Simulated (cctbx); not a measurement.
# Reading a Patterson map

Space group P6_3/mmc (no. 194), a = 5.1490 Å, b = 5.1490 Å, c = 20.7520 Å, α = 90.00°, β = 90.00°, γ = 120.00°, content La4 Ru4 Zn18 Ni2.

Simulated single-crystal data (cctbx): Cu Kα, λ = 1.54184 Å, to d = 0.8 Å, 95 % of the full sphere, strongest reflection 70000 counts, noise from counting, a 3 % proportional error and a noise floor of 15 counts (s.d.); no absorption.

Patterson synthesis, origin scaled to 1000:

```text
Patterson group P 6/m m m
      u       v       w   height  length (A)
  0.000   0.000   0.000   1000.0     0.00
  0.333   0.667   0.500    469.7    10.79
  0.000   0.000   0.500    380.7    10.38
  0.000   0.000   0.159    285.4     3.29
  0.333   0.667   0.250    252.5     5.98
  0.000   0.000   0.332    190.5     6.89
  0.333   0.667   0.341    189.4     7.68
  0.000   0.000   0.208    175.5     4.31
  0.333   0.667   0.000    173.5     2.97
  0.000   0.000   0.294    157.8     6.11
  0.000   0.500   0.103    141.2     3.34
  0.000   0.500   0.000    140.4     2.57
  0.333   0.667   0.089    138.8     3.50
  0.000   0.500   0.395    135.0     8.60
```

**Question.** Which atom pairs make the peaks, and where is the heaviest atom?

A peak at u stands for all pairs with xi − xj = u, with weight Σ ZiZj against Σ Z² = 38508 at the origin. Peak heights follow these weights only roughly, since form factors, motion and series ripples differ, all vectors within 0.55 Å of a peak are counted as merged into it though the farther ones add only part of their weight, and F(000) is left out, which lowers the whole map:

| u | v | w | shortest length (Å) | height | 1000 ΣZiZj/ΣZ² | pairs in the cell |
| --- | --- | --- | --- | --- | --- | --- |
| 0.333 | 0.667 | 0.500 | 10.79 | 470 | 522 | 9 × Zn–Zn, 2 × Ru–Ru, 1 × La–La, 2 × La–Ni, 2 × Zn–Ni |
| 0.000 | 0.000 | 0.500 | 10.38 | 381 | 387 | 4 × La–Zn, 2 × La–La, 2 × Ni–Ni |
| 0.000 | 0.000 | 0.159 | 3.30 | 285 | 261 | 4 × La–Ru |
| 0.333 | 0.667 | 0.250 | 5.98 | 252 | 258 | 2 × La–La, 2 × La–Zn |
| 0.000 | 0.000 | 0.332 | 6.89 | 190 | 238 | 4 × Ru–Zn, 2 × Ru–Ru |
| 0.333 | 0.667 | 0.341 | 7.67 | 189 | 194 | 2 × La–Ru, 2 × Ru–Ni |
| 0.000 | 0.000 | 0.208 | 4.32 | 176 | 234 | 10 × Zn–Zn |
| 0.333 | 0.667 | 0.000 | 2.97 | 174 | 215 | 2 × La–Zn, 2 × La–Ni, 2 × Zn–Ni |
| 0.000 | 0.000 | 0.294 | 6.10 | 158 | 178 | 4 × La–Zn |
| 0.000 | 0.500 | 0.103 | 3.35 | 141 | 178 | 4 × La–Zn |

The table stops at ten peaks or at a height of 45, below which ripples compete. In the model behind the data La, the heaviest element, has 2 independent sites: (0, 0, 1/2) and (1/3, 2/3, 1/4), up to an allowed shift of origin; the La–La vectors are differences of these positions and their symmetry mates. The whole model:

```csv
atom,mult.,x,y,z,Ueq (Å²)
La1,2,0,0,1/2,0.0039
La2,2,1/3,2/3,1/4,0.0043
Ru1,4,2/3,1/3,0.5888,0.0028
Zn1,2,1/3,2/3,3/4,0.0058
Zn2,4,2/3,1/3,0.0396,0.0034
Zn3,12,0.1737,0.8263,0.6477,0.0038
Ni1,2,0,0,1/4,0.0032
```

The model is made up (kin elements in a known structure type, no relaxation), so it says nothing on whether the phase exists.

[Logs are printed without paths, hosts, clocks, repeated set-up lines and the standing remarks that a program may print on its own settings, such as how far it seeks lower states.]
